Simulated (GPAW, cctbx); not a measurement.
# CsK2NbBr6: what bonding does to one electron reflection, worked out

CsK2NbBr6, Fm-3m (no. 225), a = 11.9520 Å, b = 11.9520 Å, c = 11.9520 Å, α = 90.00°, β = 90.00°, γ = 90.00°.

| atom | mult. | x | y | z |
| --- | --- | --- | --- | --- |
| Cs1 | 4 | 1/2 | 0 | 0 |
| Nb1 | 4 | 0 | 0 | 0 |
| Br1 | 24 | 0.2191 | 0 | 0 |
| K1 | 8 | 1/4 | 1/4 | 3/4 |

The cell comes from substitution in a known structure type and wasn't matched to any measured phase.

A DFT run (GPAW, PBE, 450 eV, 3×3×3 k-points, Fermi–Dirac width 0.05 eV) gives the static X-ray structure factor of 020 as 509.519 e for the conventional cell; superposed free atoms give 507.225 e. **Problem.** Find the Fourier component V of the crystal potential and the two-beam extinction distance at 300 kV in both cases.

## 1. Geometry

The cell volume is Ω = 1707.35 Å³ and d(020) = 5.9760 Å, so g = 1/d = 0.1673 Å⁻¹.

## 2. The nuclei

Electrons feel nuclei as well as electrons, so the nuclear charges are summed with the same phases.

Phase sums Σ exp(2πi h·x), turned so that the total is real and positive: Cs +4.000, Nb +4.000, Br +8.595, K -8.000. Then F_Z = 55 × (+4.000) + 41 × (+4.000) + 35 × (+8.595) + 19 × (-8.000) = 532.82 e. The electron term has the same sign for this reflection.

## 3. Mott–Bethe

Poisson's equation, term by term, gives V = (e/4πε₀)(F_Z − F)/(πΩg²), with e/4πε₀ = 14.3996 V Å.

The prefactor is 14.3996 × 5.9760²/(π × 1707.35) = 0.09587 V per electron. Free atoms: (532.82 − 507.225) × 0.09587 = 2.454 V. Crystal: (532.82 − 509.519) × 0.09587 = 2.234 V. F changes by +0.45 % and V by -9.0 %: the same 2.29 e is measured against F_Z − F = 25.6 e in place of F = 507.2 e.

## 4. Extinction distance

In the two-beam case ξ = 1/(λU) with U = 2γm₀eV/h², that is ξ = 150.41 V Å²/(γλV).

At 300 kV, λ = 0.01969 Å and γ = 1.5871. Free atoms: ξ = 1962 Å. Crystal: ξ = 2155 Å. The thickness fringes go as sin²(πt/ξ), so the two patterns slip by a quarter of a period when t|1/ξ₁ − 1/ξ₀| = 1/4, at t ≈ 547 nm. Thermal motion, absorption and many-beam coupling, left out here, change a real pattern.

## 5. Answer

V(020) is 2.23 V against 2.45 V, and ξ is 2155 against 1962 Å. Limits: static atoms, two beams.
